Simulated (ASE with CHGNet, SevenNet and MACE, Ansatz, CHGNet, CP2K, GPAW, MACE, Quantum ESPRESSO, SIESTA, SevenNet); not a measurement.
**Machine-learned potentials on random packing of Al88Ni5Y8 (at. %) (105 atoms): settings against a plane-wave reference**

Wanted: machine-learned potentials inputs and outputs for random packing of Al88Ni5Y8 (at. %) (105 atoms), checked against a plane-wave reference.

Program: ASE with CHGNet, SevenNet and MACE. Level of theory: the method is named at each step. Results are calculated unless marked as measured.

## Step 1: Starting point

The cell holds 105 atoms: 92 Al, 5 Ni and 8 Y. Cell: a = 12.476 Å, b = 12.476 Å, c = 12.476 Å, α = 90.0°, β = 90.0°, γ = 90.0°. 105 atoms (92 Al, 5 Ni, 8 Y) packed at random in a cube at 2.98 g/cm³ and pushed apart as soft spheres; a start for melting by ab initio MD, not an equilibrated structure. Then every atom was moved at random, 0.03 Å r.m.s. a Cartesian component.

The yardstick, on the same geometry:

```
method                 : Kohn-Sham DFT, PBE, PAW, plane waves (Ansatz 0.2.0); cutoff 420 eV, Γ point, fermi-dirac smearing of 0.05 eV, spin polarised, started with 5 parallel moments, ending at 0.0 μB in the cell; PAW set soft_2
r.m.s. force component : 1.357 eV/Å
longest force          : 5.31 eV/Å
pressure               : 15.46 GPa
SCF cycles             : 30
time                   : 2.1 min on 4 threads of Arm Neoverse V1, shared host
CPU time               : 8.1 min
```

## Step 2: CHGNet r2SCAN potential

Method: machine-learned interatomic potential CHGNet r2SCAN, trained on r2SCAN plane-wave data.

File run.py:

```python
import numpy as np
from ase.io import read
import mlip  # loads the published weights by name

atoms = read("structure.xyz")
atoms.calc = mlip.calc("chgnet-r2scan")
energy = atoms.get_potential_energy()
forces = atoms.get_forces()
print(f"energy {energy:.6f} eV")
print("forces (eV/A)")
for i, (a, f) in enumerate(zip(atoms, forces)):
    print(f"{i:4d} {a.symbol:2s} {f[0]:10.5f} {f[1]:10.5f} {f[2]:10.5f}")
stress = -atoms.get_stress(voigt=False) * 160.21766
print("stress (GPa, compression positive)")
for row in stress:
    print(" ".join(f"{x:10.4f}" for x in row))
```

File structure.xyz:

```xyz
105
Lattice="12.47570 0.00000 0.00000 0.00000 12.47570 0.00000 0.00000 0.00000 12.47570" Properties=species:S:1:pos:R:3 pbc="T T T"
Al 8.83142 9.64721 4.92853
Al 3.27200 6.52092 1.43545
Al 5.98260 6.07454 5.48494
Al 8.92749 11.28801 9.32858
Al 9.12049 1.74298 6.78304
Al 8.96566 9.15242 12.00499
Al 3.50293 9.19734 1.56021
Al 11.06432 4.41889 7.24352
Al 2.11476 3.91937 7.85458
Al 1.83879 8.87471 3.42196
Al 7.25050 6.44507 1.79201
Al 4.59218 4.11785 2.63836
Al 2.22180 8.65140 10.15035
Al 8.10209 1.34775 8.97452
Al 2.22566 0.52273 2.47181
Al 11.81050 9.93428 7.10404
Al 10.11991 6.49510 8.71315
Al 9.45446 4.59293 10.84276
Al 0.31476 8.62058 8.72575
Al 5.62168 10.23731 0.16131
Al 6.39454 12.11964 1.42061
Al 2.09754 11.13968 10.79198
Al 6.65753 1.86549 7.20347
Al 11.77818 0.26386 2.51822
Al 7.92020 6.00780 7.52372
Al 6.31532 9.21405 8.10958
Al 6.20417 12.07897 6.62460
Al 0.58823 5.60009 6.96381
Al 3.41647 1.09449 7.16068
Al 0.58224 2.03404 11.20480
Al 5.24129 1.32542 0.31763
Al 6.64106 3.83678 1.44244
Al 1.09362 6.59141 3.88631
Al 9.99566 4.53454 5.05727
Al 4.01031 8.64840 8.11869
Al 0.33160 0.36317 0.49703
Al 7.77860 8.39789 10.14025
Al 11.17798 1.92899 5.61681
Al 11.56734 3.59936 10.25415
Al 3.81919 12.00000 0.64013
Al 3.04045 3.10595 11.31696
Al 8.12467 1.14976 1.74772
Al 4.29139 2.51398 8.74447
Al 0.91921 8.77366 0.25401
Al 2.36315 4.87488 2.85519
Al 6.26530 2.20895 10.15522
Al 5.10593 4.63310 9.54478
Al 5.21384 0.16668 10.08186
Al 6.43771 10.59811 10.28197
Al 1.14552 8.26291 5.53472
Al 9.93764 2.76374 8.64816
Al 12.31876 7.10828 1.86387
Al 7.59633 7.63301 4.73465
Al 7.86493 4.72380 3.29783
Al 1.47725 1.48561 8.57767
Al 0.84997 5.16831 10.10644
[... 45 atom lines left out ...]
Y 9.04576 12.27908 4.74364
Y 11.10075 7.93242 4.11137
Y 3.82318 0.60707 4.54615
Y 2.98094 6.19119 8.97901
```

Launch:

```bash
OMP_NUM_THREADS=1 python run.py > output.txt
```

Numbers of over 12 decimals in the logs are rounded to 6 here.

What it wrote:

```text
CHGNet vr2scan initialized with 412,525 parameters
CHGNet will run on cpu
energy -812.217407 eV
forces (eV/A)
   0 Al    0.74222    0.14348    0.45277
   1 Al    0.26218    0.94385    0.82994
   2 Al   -1.11819   -1.86951    1.36461
   3 Al   -4.28288   -1.20025    0.36140
   4 Al   -0.98521    0.64111   -2.04923
   5 Al   -0.63786    0.68834    0.53452
   6 Al   -1.99464   -0.48826   -3.26627
   7 Al   -0.40924   -0.91590    0.96974
   8 Al    1.67195   -0.35912    1.33772
   9 Al    0.33135    1.37598   -1.68464
  10 Al   -0.30958    1.73931   -1.02539
  11 Al    0.15296    1.13073   -1.69144
  12 Al    1.26130    0.56133    0.78934
  13 Al    0.10243   -2.67044    1.76006
  14 Al   -1.43552   -1.03078   -1.16904
  15 Al   -0.84766   -1.93432   -2.45179
  16 Al    0.49760    0.43775    0.32841
  17 Al   -2.03102    0.47563    0.00251
  18 Al   -0.13390   -2.08750   -0.07266
  19 Al   -0.02292   -1.44733    0.07973
  20 Al    0.66719   -2.09407   -0.44985
  21 Al    1.75854    1.48714    0.21967
  22 Al   -2.21210    1.70040   -0.56977
  23 Al   -1.42803   -1.78071    2.33069
[...]
97 Y     0.03436   -1.94415    2.41017
  98 Y     2.69820    1.19948   -2.71472
  99 Y     1.11855    0.38131   -0.18474
 100 Y    -1.44015    2.75464    0.94614
 101 Y    -0.27438    0.04974   -1.27352
 102 Y    -1.30658    1.33335    1.58507
 103 Y    -0.32938   -0.82095    2.68206
 104 Y     0.79347    0.79946    0.24627
stress (GPa, compression positive)
   10.2369     2.2776     2.2886
    2.2776    11.5084    -0.8435
    2.2886    -0.8435    10.9820
```

Run time: 4.4 s. Hardware: 1 thread of Arm Neoverse V1, shared host; peak memory 1 GiB.

Banners, paths, timers and routine set-up lines are dropped from the logs unmarked, and long logs keep their key lines alone; longer cuts are marked.

Against the reference:

- r.m.s. force component: 1.322 eV/Å
- r.m.s. difference of force components: 278.5 meV/Å
- longest difference of force vectors: 1212 meV/Å
- force difference over r.m.s. force: 20.52 %
- slope of forces against the reference's: 0.9536
- correlation of force components: 0.9787
- pressure: 10.91 GPa
- pressure difference: -4.551 GPa

Length of the force difference by element (eV/Å):

```csv
element,atoms,mean,most
Al,92,0.42,0.92
Ni,5,0.52,0.76
Y,8,0.68,1.2
```

The surroundings of Al83, which bears the longest force, nearest first, numbered as they follow in the input and with coordinates relative to it.

| atom | x | y | z | distance (Å) | bonds | Fx | Fy | Fz (eV/Å) |
| --- | --- | --- | --- | --- | --- | --- | --- | --- |
| Al83 | 0.00 | 0.00 | 0.00 | 0.00 | 4 | 3.79 | 3.12 | -1.76 |
| Al90 | -2.27 | -0.11 | -0.04 | 2.28 | 5 | -1.02 | -0.78 | -0.78 |
| Al65 | -0.88 | -1.26 | 1.74 | 2.32 | 7 | 0.10 | -1.16 | 1.66 |
| Al16 | -0.40 | -2.31 | -0.35 | 2.37 | 4 | -0.85 | -1.93 | -2.45 |
| Ni96 | 1.17 | 0.40 | -2.05 | 2.39 | 4 | -0.14 | 0.50 | 0.08 |
| Al55 | 1.75 | 1.72 | 1.13 | 2.70 | 4 | -1.70 | -0.54 | 1.49 |
| Al38 | -1.03 | 2.16 | -1.83 | 3.01 | 4 | 0.13 | -1.15 | 1.93 |
| Al70 | -0.63 | -1.47 | -2.57 | 3.03 | 4 | 0.70 | 0.94 | -1.22 |
| Al63 | 1.17 | 2.74 | -0.94 | 3.12 | 5 | -0.77 | -1.61 | -1.86 |
| Al66 | 3.02 | -0.82 | 0.34 | 3.14 | 2 | 0.11 | -0.89 | 2.68 |
| Al80 | 2.17 | -1.76 | -1.61 | 3.22 | 4 | -0.76 | 1.15 | -1.75 |
| Al79 | -1.85 | 0.79 | 2.53 | 3.24 | 5 | 2.15 | 3.27 | 0.55 |

Atoms are counted from 1 here, from 0 in the log.

Forces lie 21 % from the reference's, at 0.0091 times its CPU time (on 1 against 4 cores).

## Step 3: SevenNet l3i5 potential

Method: machine-learned interatomic potential SevenNet l3i5, trained on PBE(+U) plane-wave data.

Changes to run.py since step 2:

```diff
@@ -5,3 +5,3 @@
 atoms = read("structure.xyz")
-atoms.calc = mlip.calc("chgnet-r2scan")
+atoms.calc = mlip.calc("7net-l3i5")
 energy = atoms.get_potential_energy()
```

structure.xyz is that of step 2.

What it wrote:

```text
energy -362.777466 eV
forces (eV/A)
   0 Al    0.11693    0.29224    0.56987
   1 Al    0.39133    1.03510    0.31428
   2 Al   -1.03549   -2.07221    1.42101
   3 Al   -4.90752   -1.11947    0.28722
   4 Al   -0.67856    0.42906   -1.98514
   5 Al   -0.64809    0.07293    0.48626
   6 Al   -1.93887   -0.61168   -3.99148
   7 Al   -0.47331   -0.52361    0.74984
   8 Al    1.52483   -0.31963    1.47535
   9 Al    0.27493    1.54687   -1.73589
  10 Al   -0.08025    1.99812   -1.07418
  11 Al    0.58603    0.82109   -1.83928
  12 Al    1.26544    0.67577    0.94973
  13 Al    0.52609   -3.10681    1.90622
  14 Al   -1.75105   -0.87916   -1.37054
  15 Al   -0.69898   -2.85529   -2.37996
  16 Al    0.76174    0.32346    0.67010
  17 Al   -1.87329    0.62808    0.11464
  18 Al   -0.48675   -2.27421    0.01304
  19 Al   -0.24628   -1.59354   -0.02636
  20 Al    0.43506   -2.23666   -0.31098
  21 Al    1.93360    1.18573    0.25217
  22 Al   -2.68284    1.14841   -0.36017
  23 Al   -1.65223   -1.86312    2.33524
[...]
97 Y     0.14687   -1.63731    2.89155
  98 Y     2.91225    0.98189   -2.87983
  99 Y     1.68545   -0.03352   -0.06452
 100 Y    -1.19232    3.16407    0.92712
 101 Y    -0.38898    0.20348   -1.47397
 102 Y    -1.32506    1.41727    2.17696
 103 Y    -0.52609   -0.97923    2.81304
 104 Y     0.59164    1.28478    0.60342
stress (GPa, compression positive)
   14.6238     2.2726     2.3832
    2.2726    16.4508    -0.8180
    2.3832    -0.8180    15.9740
```

The job ended after 11 s (1 thread; peak memory 1.4 GiB).

Against the reference:

```yaml
r_m_s_force_component: 1.427 eV/Å
r_m_s_difference_of_force_components: 249.8 meV/Å
longest_difference_of_force_vectors: 998.8 meV/Å
force_difference_over_r_m_s_force: 18.41 %
slope_of_forces_against_the_reference_s: 1.036
correlation_of_force_components: 0.9851
pressure: 15.68 GPa
pressure_difference: 0.2228 GPa
```

Against the first run (21 %), the force difference from the reference is 18 %, at 2.5 times the CPU time.

## Step 4: MACE MP-0b3 medium potential

Method: machine-learned interatomic potential MACE MP-0b3 medium, trained on PBE(+U) plane-wave data.

Changes to run.py since step 3:

```diff
@@ -5,3 +5,3 @@
 atoms = read("structure.xyz")
-atoms.calc = mlip.calc("7net-l3i5")
+atoms.calc = mlip.calc("mace-mp-0b3-medium")
 energy = atoms.get_potential_energy()
```

structure.xyz is that of step 3.

What it wrote:

```text
energy -366.421667 eV
forces (eV/A)
   0 Al    0.40354    0.28421    0.59079
   1 Al    0.38899    1.12372    0.51347
   2 Al   -1.25438   -1.94255    1.41793
   3 Al   -5.05257   -1.39564    0.65801
   4 Al   -1.01563    0.35960   -2.38972
   5 Al   -0.93354    0.76726    0.46273
   6 Al   -1.98561   -0.48689   -3.71798
   7 Al   -0.48723   -0.55930    0.87168
   8 Al    1.65826   -0.20088    1.57601
   9 Al    0.45992    1.48574   -1.87498
  10 Al   -0.05648    2.05622   -1.16191
  11 Al    0.61779    1.03840   -2.08398
  12 Al    1.46857    0.45331    0.82113
  13 Al   -0.02521   -3.22142    2.11641
  14 Al   -1.64142   -0.95008   -1.21514
  15 Al   -1.00735   -2.41200   -2.71808
  16 Al    0.89564    0.32989    0.53656
  17 Al   -2.26304    0.68704    0.39667
  18 Al   -0.04642   -2.54105   -0.17285
  19 Al   -0.17317   -1.71393   -0.03012
  20 Al    0.71809   -2.49944   -0.44810
  21 Al    1.99752    1.39384    0.29702
  22 Al   -2.72948    1.49129   -0.52269
  23 Al   -1.93823   -1.51231    2.62868
[...]
97 Y     0.06969   -1.68491    3.20799
  98 Y     2.99274    0.83029   -2.84002
  99 Y     1.91006    0.45881   -0.10483
 100 Y    -1.48705    2.48843    0.89721
 101 Y    -0.27743    0.34074   -1.55406
 102 Y    -1.29149    1.47111    1.96417
 103 Y    -0.28071   -0.90283    2.89269
 104 Y     0.92707    1.46575    0.69846
stress (GPa, compression positive)
   15.2046     2.4130     2.6138
    2.4130    16.8564    -1.0691
    2.6138    -1.0691    16.4322
```

The job ended after 9 s (1 thread; peak memory 1 GiB).

Against the reference:

- r.m.s. force component: 1.496 eV/Å
- r.m.s. difference of force components: 262.2 meV/Å
- longest difference of force vectors: 1085 meV/Å
- force difference over r.m.s. force: 19.32 %
- slope of forces against the reference's: 1.089
- correlation of force components: 0.9878
- pressure: 16.16 GPa
- pressure difference: 0.7043 GPa

Against the first run (21 %), the force difference from the reference is 19 %, at 2.0 times the CPU time.

## Step 5: Side by side

Differences are against the plane-wave reference, forces as r.m.s. over components; share is that over the reference's r.m.s. force, slope the least-squares factor from reference forces to these. Total energies of different programs have different zeros and aren't compared.

```
                         run  Δ force, r.m.s. (meV/Å)  share (%)  slope  Δ pressure (GPa)  cores  CPU time  memory (GiB)
                   reference                        -          -      -                 -      4   8.1 min           3.8
     CHGNet r2SCAN potential                      278       20.5  0.954             -4.55      1     4.4 s           1.0
     SevenNet l3i5 potential                      250       18.4  1.036             0.223      1      11 s           1.4
MACE MP-0b3 medium potential                      262       19.3  1.089             0.704      1       9 s           1.0
```

Times of the machine-learned potentials are mostly Python's start and the loading of weights.

CPU time is summed over cores on a shared host, where runs went side by side, so it is rough. Symmetry, cutoffs, thresholds, outputs and thread counts weren't matched or tuned between programs; memory under MPI is the largest rank's times the ranks.

## Step 6: What came out

```
nearest in forces : SevenNet l3i5 potential, 18 %
its CPU time      : 11 s
```

In words: Machine-learned potentials differ by 18 % (SevenNet l3i5 potential) to 21 % (CHGNet r2SCAN potential); they were trained on other programs' data, some at another functional. Machine-learned potentials mimic data converged in k, so the reference's own k-point error enters their differences. In the spin-polarised runs the search for a state of lower energy was switched off. The run was spin polarised, started with 5 parallel moments, ending at 0.0 μB in the cell; the starting moments vanished. The reference's pressure of 15 GPa belongs to a cell and atoms that aren't relaxed at this level. The electronic-structure runs sample only Γ, in a cell whose shortest periodic width is 12 Å, which is coarse for a cell with partly filled levels.

[Also dropped from logs without a mark: logging warnings of Python, and SIESTA's first energy breakdown and zero terms.]

[Logs are printed without paths, hosts, clocks, repeated set-up lines and the standing remarks that a program may print on its own settings, such as how far it seeks lower states.]

[Hosts, paths, dates, database ids (printed as entryN), source tags and the programs' standing remarks are cut or masked in the printed files.]
